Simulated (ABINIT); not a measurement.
**BaLiF3 (Pm-3m): G0W0 in ABINIT against the plane-wave cutoff**

Aim: move the plane-wave cutoff of a G0W0 run on BaLiF3 (Pm-3m) over a wide range.

Main program and level: ABINIT 10.8.3; LDA and many-body steps on it, plane waves.

## (1) Starting point

The structure is cubic, space group Pm-3m (No. 221). The conventional cell has a = 3.989 Å, b = 3.989 Å, c = 3.989 Å, α = 90.00°, β = 90.00°, γ = 90.00°. Nearest to Ba lie 12 F at 2.82 Å. Nearest to Li lie 6 F at 1.99 Å. Nearest to F lie 2 Li at 1.99 Å and 4 Ba at 2.82 Å. Farther neighbours and most contacts between anions are not listed.

The cell and positions are those that the Materials Project relaxed with its own functionals (PBE, PBE+U or r2SCAN), kept fixed. Spin-orbit coupling is left out unless a step names it.

## (2) Empty states on the mesh, 2×2×2 mesh, 128 bands

This step: ABINIT 10.8.3; DFT, LDA, plane waves, norm-conserving pseudopotentials.

The sums over transitions need many empty states on a uniform mesh; this step solves for them.

Contents of run.abi:

```
acell 3*1.0 Angstrom
rprim 
  3.988581640000 0.000000000000 0.000000000000
  0.000000000000 3.988581640000 0.000000000000
  0.000000000000 0.000000000000 3.988581640000
ntypat 3
znucl 56 3 9
natom 5
typat 1 2 3 3 3
xred 
  0.000000000000 0.000000000000 0.000000000000
  0.500000000000 0.500000000000 0.500000000000
  0.000000000000 0.500000000000 0.500000000000
  0.500000000000 0.500000000000 0.000000000000
  0.500000000000 0.000000000000 0.500000000000
pp_dirpath "pseudos"
pseudos "Ba.upf, Li.upf, F.upf"
ecut 36
ngkpt 2 2 2
nshiftk 1
shiftk 0 0 0
kptopt 1
chksymbreak 0
irdden 1
istwfk *1
nband 128
prtvol 0
optdriver 6
gwr_task "HDIAGO"
paral_kgb 0
occopt 1
indata_prefix "in"
outdata_prefix "out"
tmpdata_prefix "tmp"
```

On the command line:

```bash
$ OMP_NUM_THREADS=1 mpirun -n 4 abinit run.abi > log
```

Numbers of over 12 decimals in the logs are rounded to 6 here.

The program printed:

```text
.Version 10.8.3 of ABINIT. v10.8.2 released Aug 2026.

 Symmetries : space group Pm -3 m (#221); Bravais cP (primitive cubic)
[... echo of the input left out ...]
== DATASET  1 ==================================================================
-   mpi_nproc: 4, omp_nthreads: 1 (-1 if OMP is not activated)

--- !DatasetInfo
iteration_state: {dtset: 1, }
dimensions: {natom: 5, nkpt: 4, mband: 128, nsppol: 1, nspinor: 1, nspden: 1, mpw: 4468, }
cutoff_energies: {ecut:  36.0, pawecutdg:  -1.0, }
[...]
Direct band gap semiconductor
 Fundamental gap:     6.550 (eV)
   VBM:     1.789 (eV) at k: [ 0.0000E+00,  0.0000E+00,  0.0000E+00]
   CBM:     8.340 (eV) at k: [ 0.0000E+00,  0.0000E+00,  0.0000E+00]
 Direct gap:         6.550 (eV) at k: [ 0.0000E+00,  0.0000E+00,  0.0000E+00]

== END DATASET(S) ==============================================================
================================================================================

 -outvars: echo values of variables after computation  --------
           etotal      0.0000000000E+00
            nband         128
             nkpt           4
          spgroup         221
 [... the other variables as echoed above ...]

 Calculation completed.
```

The job ended after 65 s (4 MPI ranks of Arm Neoverse V1, shared host; peak memory 4.4 GiB).

Numbers from this step:

```
gap                                                           : 6.550 eV
k of the valence top                                          : 0, 0, 0
k of the conduction bottom                                    : 0, 0, 0
least direct gap                                              : 6.550 eV
k points computed                                             : 4
lowest point of the top converged band, above the valence top : 73.5954 eV
```

On this mesh the gap is 6.550 eV.

The density comes from a self-consistent run that is not shown.

## (3) Empty states on the mesh, 2×2×2 mesh, 47 bands

run.abi: that of step 2 with these lines changed.

```diff
@@ -17,3 +17,3 @@
 pseudos "Ba.upf, Li.upf, F.upf"
-ecut 36
+ecut 22
 ngkpt 2 2 2
@@ -23,10 +23,10 @@
 chksymbreak 0
+iscf -2
 irdden 1
 istwfk *1
-nband 128
+nband 47
+nbdbuf 4
+tolwfr 1e-09
+nstep 60
 prtvol 0
-optdriver 6
-gwr_task "HDIAGO"
-paral_kgb 0
-occopt 1
 indata_prefix "in"
```

The program printed:

```text
.Version 10.8.3 of ABINIT. v10.8.2 released Aug 2026.

 Symmetries : space group Pm -3 m (#221); Bravais cP (primitive cubic)
[... echo of the input left out ...]
== DATASET  1 ==================================================================
-   mpi_nproc: 4, omp_nthreads: 1 (-1 if OMP is not activated)

--- !DatasetInfo
iteration_state: {dtset: 1, }
dimensions: {natom: 5, nkpt: 4, mband: 47, nsppol: 1, nspinor: 1, nspden: 1, mpw: 2176, }
cutoff_energies: {ecut:  22.0, pawecutdg:  -1.0, }
[...]
0.67612    0.67612    0.67908    0.83710    0.83710    0.83710    0.84693    0.84693
   0.84693    0.86823    0.94756    0.94756    0.94756    0.99141    0.99141    1.09285
   1.09285    1.09285    1.20673    1.20673    1.30718    1.34537    1.34640
 prteigrs : prtvol=0 or 1, do not print more k-points.

== END DATASET(S) ==============================================================
================================================================================

 -outvars: echo values of variables after computation  --------
            nband          47
             nkpt           4
          spgroup         221
 [... the other variables as echoed above ...]

 Calculation completed.
```

The job ended after 4.8 s (4 MPI ranks; peak memory 0.24 GiB; 19 s of CPU time).

Numbers from this step:

- gap: 6.591 eV
- k of the valence top: 0, 0, 0
- k of the conduction bottom: 0, 0, 0
- least direct gap: 6.591 eV
- k points computed: 4
- lowest point of the top converged band, above the valence top: 29.10 eV

On this mesh the gap is 6.591 eV.

## (4) Empty states on the mesh, 2×2×2 mesh, 47 bands

run.abi: that of step 3 with these lines changed.

```diff
@@ -17,3 +17,3 @@
 pseudos "Ba.upf, Li.upf, F.upf"
-ecut 22
+ecut 29
 ngkpt 2 2 2
```

The program printed:

```text
.Version 10.8.3 of ABINIT. v10.8.2 released Aug 2026.

 Symmetries : space group Pm -3 m (#221); Bravais cP (primitive cubic)
[... echo of the input left out ...]
== DATASET  1 ==================================================================
-   mpi_nproc: 4, omp_nthreads: 1 (-1 if OMP is not activated)

--- !DatasetInfo
iteration_state: {dtset: 1, }
dimensions: {natom: 5, nkpt: 4, mband: 47, nsppol: 1, nspinor: 1, nspden: 1, mpw: 3218, }
cutoff_energies: {ecut:  29.0, pawecutdg:  -1.0, }
[...]
0.66899    0.66899    0.67717    0.83195    0.83195    0.83195    0.84669    0.84669
   0.84669    0.86715    0.94478    0.94478    0.94478    0.99105    0.99105    1.09060
   1.09060    1.09060    1.21056    1.21056    1.30547    1.34529    1.34556
 prteigrs : prtvol=0 or 1, do not print more k-points.

== END DATASET(S) ==============================================================
================================================================================

 -outvars: echo values of variables after computation  --------
            nband          47
             nkpt           4
          spgroup         221
 [... the other variables as echoed above ...]

 Calculation completed.
```

Run time: 6.9 s. Hardware: 4 MPI ranks; peak memory 0.26 GiB.

This step gave:

| Quantity | Value |
| --- | --- |
| gap | 6.562 eV |
| k of the valence top | 0, 0, 0 |
| k of the conduction bottom | 0, 0, 0 |
| least direct gap | 6.562 eV |
| k points computed | 4 |
| lowest point of the top converged band, above the valence top | 29.10 eV |

On this mesh the gap is 6.562 eV.

## (5) Empty states on the mesh, 2×2×2 mesh, 47 bands

run.abi: that of step 4 with these lines changed.

```diff
@@ -17,3 +17,3 @@
 pseudos "Ba.upf, Li.upf, F.upf"
-ecut 29
+ecut 45
 ngkpt 2 2 2
```

The program printed:

```text
.Version 10.8.3 of ABINIT. v10.8.2 released Aug 2026.

 Symmetries : space group Pm -3 m (#221); Bravais cP (primitive cubic)
[... echo of the input left out ...]
== DATASET  1 ==================================================================
-   mpi_nproc: 4, omp_nthreads: 1 (-1 if OMP is not activated)

--- !DatasetInfo
iteration_state: {dtset: 1, }
dimensions: {natom: 5, nkpt: 4, mband: 47, nsppol: 1, nspinor: 1, nspden: 1, mpw: 6216, }
cutoff_energies: {ecut:  45.0, pawecutdg:  -1.0, }
[...]
0.66788    0.66788    0.67693    0.83119    0.83119    0.83119    0.84659    0.84659
   0.84659    0.86702    0.94434    0.94434    0.94434    0.99102    0.99102    1.09030
   1.09030    1.09030    1.21113    1.21113    1.30527    1.34523    1.34686
 prteigrs : prtvol=0 or 1, do not print more k-points.

== END DATASET(S) ==============================================================
================================================================================

 -outvars: echo values of variables after computation  --------
            nband          47
             nkpt           4
          spgroup         221
 [... the other variables as echoed above ...]

 Calculation completed.
```

The job ended after 9.8 s (4 MPI ranks; peak memory 0.3 GiB; 39 s of CPU time).

This step gave:

```yaml
gap: 6.551 eV
k_of_the_valence_top: 0, 0, 0
k_of_the_conduction_bottom: 0, 0, 0
least_direct_gap: 6.551 eV
k_points_computed: 4
lowest_point_of_the_top_converged_band_above_the_valence_top: 29.09 eV
```

On this mesh the gap is 6.551 eV.

## (6) Screening, 2×2×2 mesh, 43 bands, screening to 106.1 eV

The RPA dielectric matrix is built and inverted for each q.

This step: RPA screening on LDA, plane waves, norm-conserving pseudopotentials.

run.abi: that of step 5 with these lines changed.

```diff
@@ -17,3 +17,3 @@
 pseudos "Ba.upf, Li.upf, F.upf"
-ecut 45
+ecut 22
 ngkpt 2 2 2
@@ -23,10 +23,11 @@
 chksymbreak 0
-iscf -2
-irdden 1
 istwfk *1
-nband 47
-nbdbuf 4
-tolwfr 1e-09
-nstep 60
-prtvol 0
+occopt 1
+irdwfk 1
+optdriver 3
+nband 43
+ecuteps 3.9
+inclvkb 2
+awtr 1
+symchi 1
 indata_prefix "in"
```

The program printed:

```text
.Version 10.8.3 of ABINIT. v10.8.2 released Aug 2026.

 Symmetries : space group Pm -3 m (#221); Bravais cP (primitive cubic)
[... echo of the input left out ...]
== DATASET  1 ==================================================================
-   mpi_nproc: 4, omp_nthreads: 1 (-1 if OMP is not activated)

--- !DatasetInfo
iteration_state: {dtset: 1, }
dimensions: {natom: 5, nkpt: 4, mband: 43, nsppol: 1, nspinor: 1, nspden: 1, mpw: 2176, }
cutoff_energies: {ecut:  22.0, pawecutdg:  -1.0, }
electrons: {nelect:   3.40000000E+01, charge:   0.00000000E+00, occopt:   1.00000000E+00, tsmear:   1.00000000E-02, }

 SCREENING: Calculation of the susceptibility and dielectric matrices

 Based on a program developped by R.W. Godby, V. Olevano, G. Onida, and L. Reining.
 Incorporated in ABINIT by V. Olevano, G.-M. Rignanese, and M. Torrent.
.Using double precision arithmetic ; gwpc =  8

[... cell and pseudopotentials left out ...]
--------------------------------------------------------------------------------

 ==== K-mesh for the wavefunctions ====
 Number of points in the irreducible wedge :     4
[... list of points left out ...]
 Together with 48 symmetry operations and time-reversal symmetry
 yields     8 points in the full Brillouin Zone.

 ==== Q-mesh for the screening function ====
 Number of points in the irreducible wedge :     4
[... list of points left out ...]
 Together with 48 symmetry operations and time-reversal symmetry
 yields     8 points in the full Brillouin Zone.

 setmesh: FFT mesh size selected  =    24x   24x   24
          total number of points  =        13824

 vcoul_init : cutoff-mode = AUXILIARY_FUNCTION
 q-points for optical limit:   1
     1)      0.000010    0.000020    0.000030

- screening: taking advantage of time-reversal symmetry
- Maximum band index for partially occupied states nbvw = 17
- Remaining bands to be divided among processors   nbcw = 26
- Number of bands treated by each node ~6

 Number of electrons calculated from density =   34.0000; Expected =   34.0000
 average of density, n =  0.079401
 r_s =    1.4433
 omega_plasma =   27.1812 [eV]

 calculating chi0 at frequencies [eV] :
  1    0.000000E+00    0.000000E+00
  2    0.000000E+00    2.718123E+01

--------------------------------------------------------------------------------
  q-point number  1        q = ( 0.000000, 0.000000, 0.000000) [r.l.u.]
--------------------------------------------------------------------------------
[... chi0 elements left out ...]
 For q-point:  0.000010 0.000020 0.000030
  dielectric constant =   2.6621
  dielectric constant without local fields =   2.8635

  Average fulfillment of the sum rule on Im[epsilon] for q-point    1 :     28.18  [%]
[... wings left out ...]
  q-point number  2        q = ( 0.500000, 0.000000, 0.000000) [r.l.u.]
--------------------------------------------------------------------------------
[... chi0 elements left out ...]
  Average fulfillment of the sum rule on Im[epsilon] for q-point    2 :     39.22  [%]

 [... 2 further q-points ...]
```

Run time: 3.9 s. Hardware: 4 MPI ranks; peak memory 0.39 GiB.

Numbers from this step:

```
ε∞ with local fields, on this mesh, along the program's q direction : 2.662
the same without local fields                                       : 2.864
plasma frequency                                                    : 27.18 eV
plane waves in the screening matrix                                 : 171
```

Local fields lower ε∞ by 7 %. On a Γ-centred mesh this coarse the value itself is usually too large, while a short band sum pulls it down.

## (7) 22 Ha

This step: G0W0 on LDA, plane waves, norm-conserving pseudopotentials.

run.abi: that of step 6 with these lines changed.

```diff
@@ -26,8 +26,15 @@
 irdwfk 1
-optdriver 3
+optdriver 4
 nband 43
+gwcalctyp 0
+ecutsigx 22
+symsigma 1
+nkptgw 1
+kptgw 
+  0.0000000000 0.0000000000 0.0000000000
+bdgw 
+  15 19
 ecuteps 3.9
-inclvkb 2
-awtr 1
-symchi 1
+irdscr 1
+ppmodel 1
 indata_prefix "in"
```

The program printed:

```text
.Version 10.8.3 of ABINIT. v10.8.2 released Aug 2026.

 Symmetries : space group Pm -3 m (#221); Bravais cP (primitive cubic)
[... echo of the input left out ...]
== DATASET  1 ==================================================================
-   mpi_nproc: 4, omp_nthreads: 1 (-1 if OMP is not activated)

--- !DatasetInfo
iteration_state: {dtset: 1, }
dimensions: {natom: 5, nkpt: 4, mband: 43, nsppol: 1, nspinor: 1, nspden: 1, mpw: 2176, }
cutoff_energies: {ecut:  22.0, pawecutdg:  -1.0, }
electrons: {nelect:   3.40000000E+01, charge:   0.00000000E+00, occopt:   1.00000000E+00, tsmear:   1.00000000E-02, }

 SIGMA: Calculation of the GW corrections

 Based on a program developped by R.W. Godby, V. Olevano, G. Onida, and L. Reining.
 Incorporated in ABINIT by V. Olevano, G.-M. Rignanese, and M. Torrent.
.Using double precision arithmetic ; gwpc =  8

[... cell and pseudopotentials left out ...]
--------------------------------------------------------------------------------

 ==== K-mesh for the wavefunctions ====
 Number of points in the irreducible wedge :     4
[... list of points left out ...]
 Together with 48 symmetry operations and time-reversal symmetry
 yields     8 points in the full Brillouin Zone.

 ==== Q-mesh for screening function ====
 Number of points in the irreducible wedge :     4
[... list of points left out ...]
 Together with 48 symmetry operations and time-reversal symmetry
 yields     8 points in the full Brillouin Zone.

 vcoul_init : cutoff-mode = AUXILIARY_FUNCTION
 q-points for optical limit:   1
     1)      0.000010    0.000020    0.000030
 setmesh: FFT mesh size selected  =    32x   32x   32
          total number of points  =        32768

 Number of electrons calculated from density =   34.0000; Expected =   34.0000
 average of density, n =  0.079401
 r_s =    1.4433
 omega_plasma =   27.1812 [eV]

 === KS Band Gaps ===
  >>>> For spin  1
   Minimum direct gap =   6.5910 [eV], located at k-point      :   0.0000  0.0000  0.0000
   Fundamental gap    =   6.5910 [eV], Top of valence bands at :   0.0000  0.0000  0.0000
                                       Bottom of conduction at :   0.0000  0.0000  0.0000
 SIGMA fundamental parameters:
 PLASMON POLE MODEL  1
 number of plane-waves for SigmaX                 2103
 number of plane-waves for SigmaC and W            171
 number of plane-waves for wavefunctions          2103
 number of bands                                    43
 number of independent spin polarizations            1
 number of spinorial components                      1
 number of k-points in IBZ                           4
 number of q-points in IBZ                           4
 number of symmetry operations                      48
 number of k-points in BZ                            8
 number of q-points in BZ                            8
 number of frequencies for dSigma/dE                 9
 frequency step for dSigma/dE [eV]                0.25
 number of omega for Sigma on real axis              0
 max omega for Sigma on real axis  [eV]           0.00
 zcut for avoiding poles [eV]                     0.10

 EPSILON^-1 parameters (SCR file):
 dimension of the eps^-1 matrix on file            171
 dimension of the eps^-1 matrix used               171
 number of plane-waves for wavefunctions          2103
 number of bands                                    43
 number of q-points in IBZ                           4
 number of frequencies                               2
 number of real frequencies                          1
 number of imag frequencies                          1

 matrix elements of self-energy operator (all in [eV])

 Perturbative Calculation

--- !SelfEnergy_ee
iteration_state: {dtset: 1, }
kpoint     : [   0.000,    0.000,    0.000, ]
spin       : 1
KS_gap     :    6.591
QP_gap     :   10.187
Delta_QP_KS:    3.596
data: !SigmaeeData |
     Band     E0 <VxcDFT>   SigX SigC(E0)      Z dSigC/dE  Sig(E)    E-E0       E
       15   1.764 -22.319 -29.489   5.425   0.803  -0.245 -23.720  -1.401   0.363
       16   1.764 -22.319 -29.489   5.425   0.803  -0.245 -23.720  -1.401   0.363
       17   1.764 -22.319 -29.489   5.425   0.803  -0.245 -23.720  -1.401   0.363
       18   8.355 -10.209  -4.951  -2.767   0.881  -0.135  -8.014   2.195  10.550
       19   8.355 -10.209  -4.951  -2.767   0.881  -0.135  -8.014   2.195  10.550

== END DATASET(S) ==============================================================
================================================================================

 -outvars: echo values of variables after computation  --------
           etotal      0.0000000000E+00
            nband          43
             nkpt           4
          spgroup         221
 [... the other variables as echoed above ...]

 Calculation completed.
```

Wall time 3.1 s (4 MPI ranks); peak memory 0.26 GiB.

Numbers from this step:

- G0W0 gap on the points computed: 10.19 eV
- starting gap on the mesh: 6.591 eV
- k of the valence top: 0, 0, 0
- k of the conduction bottom: 0, 0, 0
- Z at the valence top: 0.803
- Z at the conduction bottom: 0.881
- least direct G0W0 gap on the computed points: 10.19 eV

(Continued in part 2 of 2.)

[Paths, hosts, dates, memory and timing lines, banners, echoed tables and standing remarks are left out of the program output.]

[Logs are printed without paths, hosts, clocks, repeated set-up lines and the standing remarks that a program may print on its own settings, such as how far it seeks lower states.]

[Runs of the session that timed out or met a known fault of the program may be left out.]

[No measured gap is set beside runs whose start may be inverted or whose files or cutoffs have a known fault.]

[Hosts, paths, dates, database ids (printed as entryN), source tags and the programs' standing remarks are cut or masked in the printed files.]

[G0W0 gaps are taken among the corrected bands and points alone; a level outside them can change the order at an edge.]

[Where Ansatz stands beside ABINIT at settings called matched, ABINIT's density can come from a denser mesh and the files from another edition; pairs whose starting gaps differed by over 0.03 eV were left out, so agreement reads better than it is.]
